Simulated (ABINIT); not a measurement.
## Cl (Cmce): G0W0 in ABINIT against the wavefunction cutoff in GW

Aim: move the wavefunction cutoff in GW of a G0W0 run on Cl (Cmce) over a wide range.

Calculated with ABINIT 10.8.3; PBE and many-body steps on it, plane waves.

## Step 1: The structure

It takes space group Cmce (No. 64, orthorhombic). Conventional cell: a = 6.290 Å, b = 4.500 Å, c = 8.210 Å, α = 90.00°, β = 90.00°, γ = 90.00°. Nearest to Cl lie 1 Cl at 2.02 Å.

The cell and positions come from the Crystallography Open Database and are kept as given unless a step says otherwise.

## Step 2: Screening, 4×4×2 mesh, 101 bands, screening to 130.6 eV

This step: ABINIT 10.8.3; RPA screening on PBE, plane waves, norm-conserving pseudopotentials.

The RPA dielectric matrix is built and inverted for each q.

run.abi

```
acell 3*1.0 Angstrom
rprim 
  3.145000000000 -2.250000000000 0.000000000000
  3.145000000000 2.250000000000 0.000000000000
  0.000000000000 0.000000000000 8.210000000000
ntypat 1
znucl 17
natom 4
typat 1 1 1 1
xred 
  0.870000000000 0.130000000000 0.100000000000
  0.630000000000 0.370000000000 0.600000000000
  0.130000000000 0.870000000000 0.900000000000
  0.370000000000 0.630000000000 0.400000000000
pp_dirpath "pseudos"
pseudos "Cl.upf"
ecut 25
ngkpt 4 4 2
nshiftk 1
shiftk 0 0 0
kptopt 1
chksymbreak 0
istwfk *1
occopt 1
irdwfk 1
optdriver 3
nband 101
ecuteps 4.8
inclvkb 2
awtr 1
symchi 1
ecutwfn 7.5
indata_prefix "in"
outdata_prefix "out"
tmpdata_prefix "tmp"
```

Started as:

```bash
$ OMP_NUM_THREADS=1 mpirun -n 4 abinit run.abi > log
```

Output:

```text
.Version 10.8.3 of ABINIT. v10.8.2 released Aug 2026.

 Symmetries : space group Cm c a (# 64); Bravais oC (1-face-center ortho.)
[... echo of the input left out ...]
== DATASET  1 ==================================================================
-   mpi_nproc: 4, omp_nthreads: 1 (-1 if OMP is not activated)

--- !DatasetInfo
iteration_state: {dtset: 1, }
dimensions: {natom: 4, nkpt: 14, mband: 101, nsppol: 1, nspinor: 1, nspden: 1, mpw: 793, }
cutoff_energies: {ecut:   7.5, pawecutdg:  -1.0, }
electrons: {nelect:   2.80000000E+01, charge:   0.00000000E+00, occopt:   1.00000000E+00, tsmear:   1.00000000E-02, }

 SCREENING: Calculation of the susceptibility and dielectric matrices

 Based on a program developped by R.W. Godby, V. Olevano, G. Onida, and L. Reining.
 Incorporated in ABINIT by V. Olevano, G.-M. Rignanese, and M. Torrent.
.Using double precision arithmetic ; gwpc =  8

[... cell and pseudopotentials left out ...]
--------------------------------------------------------------------------------

 ==== K-mesh for the wavefunctions ====
 Number of points in the irreducible wedge :    14
[... list of points left out ...]
 Together with  8 symmetry operations and time-reversal symmetry
 yields    32 points in the full Brillouin Zone.

 ==== Q-mesh for the screening function ====
 Number of points in the irreducible wedge :    14
[... list of points left out ...]
 Together with  8 symmetry operations and time-reversal symmetry
 yields    32 points in the full Brillouin Zone.

 setmesh: FFT mesh size selected  =    18x   18x   36
          total number of points  =        11664

 vcoul_init : cutoff-mode = AUXILIARY_FUNCTION
 q-points for optical limit:   1
     1)      0.000010    0.000020    0.000030

- screening: taking advantage of time-reversal symmetry
- Maximum band index for partially occupied states nbvw = 14
- Remaining bands to be divided among processors   nbcw = 87
- Number of bands treated by each node ~21

 Number of electrons calculated from density =   27.9485; Expected =   28.0000
 average of density, n =  0.035644
 r_s =    1.8850
 omega_plasma =   18.2116 [eV]

 calculating chi0 at frequencies [eV] :
  1    0.000000E+00    0.000000E+00
  2    0.000000E+00    1.821161E+01

--------------------------------------------------------------------------------
  q-point number  1        q = ( 0.000000, 0.000000, 0.000000) [r.l.u.]
--------------------------------------------------------------------------------
[... chi0 elements left out ...]
 For q-point:  0.000010 0.000020 0.000030
  dielectric constant =   2.8483
  dielectric constant without local fields =   3.5450

  Average fulfillment of the sum rule on Im[epsilon] for q-point    1 :     65.57  [%]
[... wings left out ...]
  q-point number  2        q = ( 0.250000, 0.000000, 0.000000) [r.l.u.]
--------------------------------------------------------------------------------
[... chi0 elements left out ...]
  Average fulfillment of the sum rule on Im[epsilon] for q-point    2 :     70.79  [%]

 [... 12 further q-points ...]
```

The job ended after 39 s (4 MPI ranks of Arm Neoverse V2, shared host; peak memory 0.68 GiB).

Numbers from this step:

```
ε∞ with local fields, on this mesh, along the program's q direction : 2.848
the same without local fields                                       : 3.545
plasma frequency                                                    : 18.21 eV
plane waves in the screening matrix                                 : 403
```

Local fields lower ε∞ by 20 %. On a Γ-centred mesh this coarse the value itself is usually too large, while a short band sum pulls it down.

## Step 3: 7.5 Ha

This step: G0W0 on PBE, plane waves, norm-conserving pseudopotentials.

Edit run.abi of step 2 so:

```diff
@@ -25,8 +25,17 @@
 irdwfk 1
-optdriver 3
+optdriver 4
 nband 101
+gwcalctyp 0
+ecutsigx 7.5
+symsigma 1
+nkptgw 2
+kptgw 
+  0.5000000000 0.5000000000 0.0000000000
+  0.0000000000 0.0000000000 0.0000000000
+bdgw 
+  13 16
+  13 16
 ecuteps 4.8
-inclvkb 2
-awtr 1
-symchi 1
+irdscr 1
+ppmodel 1
 ecutwfn 7.5
```

Output:

```text
.Version 10.8.3 of ABINIT. v10.8.2 released Aug 2026.

 Symmetries : space group Cm c a (# 64); Bravais oC (1-face-center ortho.)
[... echo of the input left out ...]
== DATASET  1 ==================================================================
-   mpi_nproc: 4, omp_nthreads: 1 (-1 if OMP is not activated)

--- !DatasetInfo
iteration_state: {dtset: 1, }
dimensions: {natom: 4, nkpt: 14, mband: 101, nsppol: 1, nspinor: 1, nspden: 1, mpw: 793, }
cutoff_energies: {ecut:   7.5, pawecutdg:  -1.0, }
electrons: {nelect:   2.80000000E+01, charge:   0.00000000E+00, occopt:   1.00000000E+00, tsmear:   1.00000000E-02, }

 SIGMA: Calculation of the GW corrections

 Based on a program developped by R.W. Godby, V. Olevano, G. Onida, and L. Reining.
 Incorporated in ABINIT by V. Olevano, G.-M. Rignanese, and M. Torrent.
.Using double precision arithmetic ; gwpc =  8

[... cell and pseudopotentials left out ...]
--------------------------------------------------------------------------------

 ==== K-mesh for the wavefunctions ====
 Number of points in the irreducible wedge :    14
[... list of points left out ...]
 Together with  8 symmetry operations and time-reversal symmetry
 yields    32 points in the full Brillouin Zone.

 ==== Q-mesh for screening function ====
 Number of points in the irreducible wedge :    14
[... list of points left out ...]
 Together with  8 symmetry operations and time-reversal symmetry
 yields    32 points in the full Brillouin Zone.

 vcoul_init : cutoff-mode = AUXILIARY_FUNCTION
 q-points for optical limit:   1
     1)      0.000010    0.000020    0.000030
 setmesh: FFT mesh size selected  =    18x   18x   40
          total number of points  =        12960

 Number of electrons calculated from density =   27.9485; Expected =   28.0000
 average of density, n =  0.035644
 r_s =    1.8850
 omega_plasma =   18.2116 [eV]

 === KS Band Gaps ===
  >>>> For spin  1
   Minimum direct gap =   2.5251 [eV], located at k-point      :   0.0000  0.0000  0.0000
   Fundamental gap    =   2.4691 [eV], Top of valence bands at :   0.5000  0.5000  0.0000
                                       Bottom of conduction at :   0.0000  0.0000  0.0000
 SIGMA fundamental parameters:
 PLASMON POLE MODEL  1
 number of plane-waves for SigmaX                  793
 number of plane-waves for SigmaC and W            403
 number of plane-waves for wavefunctions           793
 number of bands                                   101
 number of independent spin polarizations            1
 number of spinorial components                      1
 number of k-points in IBZ                          14
 number of q-points in IBZ                          14
 number of symmetry operations                       8
 number of k-points in BZ                           32
 number of q-points in BZ                           32
 number of frequencies for dSigma/dE                 9
 frequency step for dSigma/dE [eV]                0.25
 number of omega for Sigma on real axis              0
 max omega for Sigma on real axis  [eV]           0.00
 zcut for avoiding poles [eV]                     0.10

 EPSILON^-1 parameters (SCR file):
 dimension of the eps^-1 matrix on file            403
 dimension of the eps^-1 matrix used               403
 number of plane-waves for wavefunctions           793
 number of bands                                   101
 number of q-points in IBZ                          14
 number of frequencies                               2
 number of real frequencies                          1
 number of imag frequencies                          1

 matrix elements of self-energy operator (all in [eV])

 Perturbative Calculation

--- !SelfEnergy_ee
iteration_state: {dtset: 1, }
kpoint     : [   0.500,    0.500,    0.000, ]
spin       : 1
KS_gap     :    2.546
QP_gap     :    5.800
Delta_QP_KS:    3.254
data: !SigmaeeData |
     Band     E0 <VxcDFT>   SigX SigC(E0)      Z dSigC/dE  Sig(E)    E-E0       E
       13  -1.186 -14.280 -18.648   2.724   0.790  -0.266 -15.579  -1.298  -2.484
       14  -0.824 -14.631 -19.027   2.701   0.793  -0.260 -15.976  -1.345  -2.169
       15   1.722 -14.001  -8.867  -2.732   0.795  -0.258 -12.092   1.910   3.632
       16   1.912 -14.161  -8.946  -2.743   0.793  -0.261 -12.201   1.959   3.872

--- !SelfEnergy_ee
iteration_state: {dtset: 1, }
kpoint     : [   0.000,    0.000,    0.000, ]
spin       : 1
KS_gap     :    2.525
QP_gap     :    5.709
Delta_QP_KS:    3.184
data: !SigmaeeData |
     Band     E0 <VxcDFT>   SigX SigC(E0)      Z dSigC/dE  Sig(E)    E-E0       E
       13  -0.970 -14.469 -18.928   2.728   0.793  -0.262 -15.842  -1.373  -2.343
       14  -0.880 -14.663 -19.087   2.733   0.792  -0.262 -16.003  -1.340  -2.220
       15   1.645 -13.874  -8.848  -2.711   0.797  -0.255 -12.029   1.844   3.490
       16   2.208 -14.541  -9.098  -2.865   0.789  -0.268 -12.508   2.033   4.241

== END DATASET(S) ==============================================================
================================================================================

 -outvars: echo values of variables after computation  --------
           etotal      0.0000000000E+00
            nband         101
             nkpt          14
          spgroup          64
 [... the other variables as echoed above ...]

 Calculation completed.
```

The job ended after 19 s (4 MPI ranks; peak memory 1.1 GiB; 74 s of CPU time).

This step gave:

```yaml
g0w0_gap_on_the_points_computed: 5.659 eV
starting_gap_on_the_mesh: 2.469 eV
k_of_the_valence_top: 0.5, 0.5, 0
k_of_the_conduction_bottom: 0, 0, 0
z_at_the_valence_top: 0.793
z_at_the_conduction_bottom: 0.797
least_direct_g0w0_gap_on_the_computed_points: 5.710 eV
```

## Step 4: Screening, 4×4×2 mesh, 101 bands, screening to 130.6 eV

This step: RPA screening on PBE, plane waves, norm-conserving pseudopotentials.

Edit run.abi of step 3 so:

```diff
@@ -25,18 +25,9 @@
 irdwfk 1
-optdriver 4
+optdriver 3
 nband 101
-gwcalctyp 0
-ecutsigx 7.5
-symsigma 1
-nkptgw 2
-kptgw 
-  0.5000000000 0.5000000000 0.0000000000
-  0.0000000000 0.0000000000 0.0000000000
-bdgw 
-  13 16
-  13 16
 ecuteps 4.8
-irdscr 1
-ppmodel 1
-ecutwfn 7.5
+inclvkb 2
+awtr 1
+symchi 1
+ecutwfn 12.5
 indata_prefix "in"
```

Output:

```text
.Version 10.8.3 of ABINIT. v10.8.2 released Aug 2026.

 Symmetries : space group Cm c a (# 64); Bravais oC (1-face-center ortho.)
[... echo of the input left out ...]
== DATASET  1 ==================================================================
-   mpi_nproc: 4, omp_nthreads: 1 (-1 if OMP is not activated)

--- !DatasetInfo
iteration_state: {dtset: 1, }
dimensions: {natom: 4, nkpt: 14, mband: 101, nsppol: 1, nspinor: 1, nspden: 1, mpw: 1671, }
cutoff_energies: {ecut:  12.5, pawecutdg:  -1.0, }
electrons: {nelect:   2.80000000E+01, charge:   0.00000000E+00, occopt:   1.00000000E+00, tsmear:   1.00000000E-02, }

 SCREENING: Calculation of the susceptibility and dielectric matrices

 Based on a program developped by R.W. Godby, V. Olevano, G. Onida, and L. Reining.
 Incorporated in ABINIT by V. Olevano, G.-M. Rignanese, and M. Torrent.
.Using double precision arithmetic ; gwpc =  8

[... cell and pseudopotentials left out ...]
--------------------------------------------------------------------------------

 ==== K-mesh for the wavefunctions ====
 Number of points in the irreducible wedge :    14
[... list of points left out ...]
 Together with  8 symmetry operations and time-reversal symmetry
 yields    32 points in the full Brillouin Zone.

 ==== Q-mesh for the screening function ====
 Number of points in the irreducible wedge :    14
[... list of points left out ...]
 Together with  8 symmetry operations and time-reversal symmetry
 yields    32 points in the full Brillouin Zone.

 setmesh: FFT mesh size selected  =    20x   20x   40
          total number of points  =        16000

 vcoul_init : cutoff-mode = AUXILIARY_FUNCTION
 q-points for optical limit:   1
     1)      0.000010    0.000020    0.000030

- screening: taking advantage of time-reversal symmetry
- Maximum band index for partially occupied states nbvw = 14
- Remaining bands to be divided among processors   nbcw = 87
- Number of bands treated by each node ~21

 Number of electrons calculated from density =   27.9938; Expected =   28.0000
 average of density, n =  0.035702
 r_s =    1.8840
 omega_plasma =   18.2264 [eV]

 calculating chi0 at frequencies [eV] :
  1    0.000000E+00    0.000000E+00
  2    0.000000E+00    1.822637E+01

--------------------------------------------------------------------------------
  q-point number  1        q = ( 0.000000, 0.000000, 0.000000) [r.l.u.]
--------------------------------------------------------------------------------
[... chi0 elements left out ...]
 For q-point:  0.000010 0.000020 0.000030
  dielectric constant =   2.8137
  dielectric constant without local fields =   3.4730

  Average fulfillment of the sum rule on Im[epsilon] for q-point    1 :     65.83  [%]
[... wings left out ...]
  q-point number  2        q = ( 0.250000, 0.000000, 0.000000) [r.l.u.]
--------------------------------------------------------------------------------
[... chi0 elements left out ...]
  Average fulfillment of the sum rule on Im[epsilon] for q-point    2 :     71.00  [%]

 [... 12 further q-points ...]
```

It took 44 s on 4 MPI ranks; peak memory 0.85 GiB; 2.9 min of CPU time.

Numbers from this step:

* ε∞ with local fields, on this mesh, along the program's q direction: 2.814
* the same without local fields: 3.473
* plasma frequency: 18.23 eV
* plane waves in the screening matrix: 403

## Step 5: 12.5 Ha

The self-energy is evaluated for the states that the input lists, and the levels follow from it, in one-shot runs by the linearised quasiparticle equation.

This step: G0W0 on PBE, plane waves, norm-conserving pseudopotentials.

Edit run.abi of step 4 so:

```diff
@@ -25,8 +25,17 @@
 irdwfk 1
-optdriver 3
+optdriver 4
 nband 101
+gwcalctyp 0
+ecutsigx 12.5
+symsigma 1
+nkptgw 2
+kptgw 
+  0.5000000000 0.5000000000 0.0000000000
+  0.0000000000 0.0000000000 0.0000000000
+bdgw 
+  13 16
+  13 16
 ecuteps 4.8
-inclvkb 2
-awtr 1
-symchi 1
+irdscr 1
+ppmodel 1
 ecutwfn 12.5
```

Output:

```text
.Version 10.8.3 of ABINIT. v10.8.2 released Aug 2026.

 Symmetries : space group Cm c a (# 64); Bravais oC (1-face-center ortho.)
[... echo of the input left out ...]
== DATASET  1 ==================================================================
-   mpi_nproc: 4, omp_nthreads: 1 (-1 if OMP is not activated)

--- !DatasetInfo
iteration_state: {dtset: 1, }
dimensions: {natom: 4, nkpt: 14, mband: 101, nsppol: 1, nspinor: 1, nspden: 1, mpw: 1671, }
cutoff_energies: {ecut:  12.5, pawecutdg:  -1.0, }
electrons: {nelect:   2.80000000E+01, charge:   0.00000000E+00, occopt:   1.00000000E+00, tsmear:   1.00000000E-02, }

 SIGMA: Calculation of the GW corrections

 Based on a program developped by R.W. Godby, V. Olevano, G. Onida, and L. Reining.
 Incorporated in ABINIT by V. Olevano, G.-M. Rignanese, and M. Torrent.
.Using double precision arithmetic ; gwpc =  8

[... cell and pseudopotentials left out ...]
--------------------------------------------------------------------------------

 ==== K-mesh for the wavefunctions ====
 Number of points in the irreducible wedge :    14
[... list of points left out ...]
 Together with  8 symmetry operations and time-reversal symmetry
 yields    32 points in the full Brillouin Zone.

 ==== Q-mesh for screening function ====
 Number of points in the irreducible wedge :    14
[... list of points left out ...]
 Together with  8 symmetry operations and time-reversal symmetry
 yields    32 points in the full Brillouin Zone.

 vcoul_init : cutoff-mode = AUXILIARY_FUNCTION
 q-points for optical limit:   1
     1)      0.000010    0.000020    0.000030
 setmesh: FFT mesh size selected  =    24x   24x   50
          total number of points  =        28800

 Number of electrons calculated from density =   27.9938; Expected =   28.0000
[...]
number of omega for Sigma on real axis              0
 max omega for Sigma on real axis  [eV]           0.00
 zcut for avoiding poles [eV]                     0.10

 EPSILON^-1 parameters (SCR file):
 dimension of the eps^-1 matrix on file            403
 dimension of the eps^-1 matrix used               403
 number of plane-waves for wavefunctions          1671
 number of bands                                   101
 number of q-points in IBZ                          14
 number of frequencies                               2
 number of real frequencies                          1
 number of imag frequencies                          1

 matrix elements of self-energy operator (all in [eV])

 Perturbative Calculation

--- !SelfEnergy_ee
iteration_state: {dtset: 1, }
kpoint     : [   0.500,    0.500,    0.000, ]
spin       : 1
KS_gap     :    2.546
QP_gap     :    5.800
Delta_QP_KS:    3.254
data: !SigmaeeData |
     Band     E0 <VxcDFT>   SigX SigC(E0)      Z dSigC/dE  Sig(E)    E-E0       E
       13  -1.186 -14.303 -18.722   2.694   0.789  -0.267 -15.664  -1.361  -2.547
       14  -0.824 -14.655 -19.103   2.669   0.792  -0.262 -16.064  -1.409  -2.233
       15   1.722 -14.080  -8.977  -2.778   0.794  -0.260 -12.235   1.845   3.567
[...]
--- !SelfEnergy_ee
iteration_state: {dtset: 1, }
kpoint     : [   0.000,    0.000,    0.000, ]
spin       : 1
KS_gap     :    2.525
QP_gap     :    5.712
Delta_QP_KS:    3.187
data: !SigmaeeData |
     Band     E0 <VxcDFT>   SigX SigC(E0)      Z dSigC/dE  Sig(E)    E-E0       E
[...]
15   1.645 -13.953  -8.958  -2.755   0.795  -0.257 -12.171   1.782   3.427
       16   2.208 -14.600  -9.202  -2.914   0.788  -0.270 -12.644   1.957   4.164

== END DATASET(S) ==============================================================
================================================================================

 -outvars: echo values of variables after computation  --------
           etotal      0.0000000000E+00
            nband         101
             nkpt          14
          spgroup          64
 [... the other variables as echoed above ...]

 Calculation completed.
```

It took 19 s on 4 MPI ranks; peak memory 1.2 GiB.

This step gave:

```yaml
g0w0_gap_on_the_points_computed: 5.66 eV
starting_gap_on_the_mesh: 2.469 eV
k_of_the_valence_top: 0.5, 0.5, 0
k_of_the_conduction_bottom: 0, 0, 0
z_at_the_valence_top: 0.792
z_at_the_conduction_bottom: 0.795
least_direct_g0w0_gap_on_the_computed_points: 5.712 eV
```

The gap on the mesh goes from 2.47 eV to 5.66 eV, a correction of +3.19 eV.

(Continued in part 2 of 2.)

[Paths, hosts, dates, memory and timing lines, banners, echoed tables and standing remarks are left out of the program output.]

[Logs are printed without paths, hosts, clocks, repeated set-up lines and the standing remarks that a program may print on its own settings, such as how far it seeks lower states.]

[Runs of the session that timed out or met a known fault of the program may be left out.]

[Hosts, paths, dates, database ids (printed as entryN), source tags and the programs' standing remarks are cut or masked in the printed files.]

[G0W0 gaps are taken among the corrected bands and points alone; a level outside them can change the order at an edge.]

[Where Ansatz stands beside ABINIT at settings called matched, ABINIT's density can come from a denser mesh and the files from another edition; pairs whose starting gaps differed by over 0.03 eV were left out, so agreement reads better than it is.]
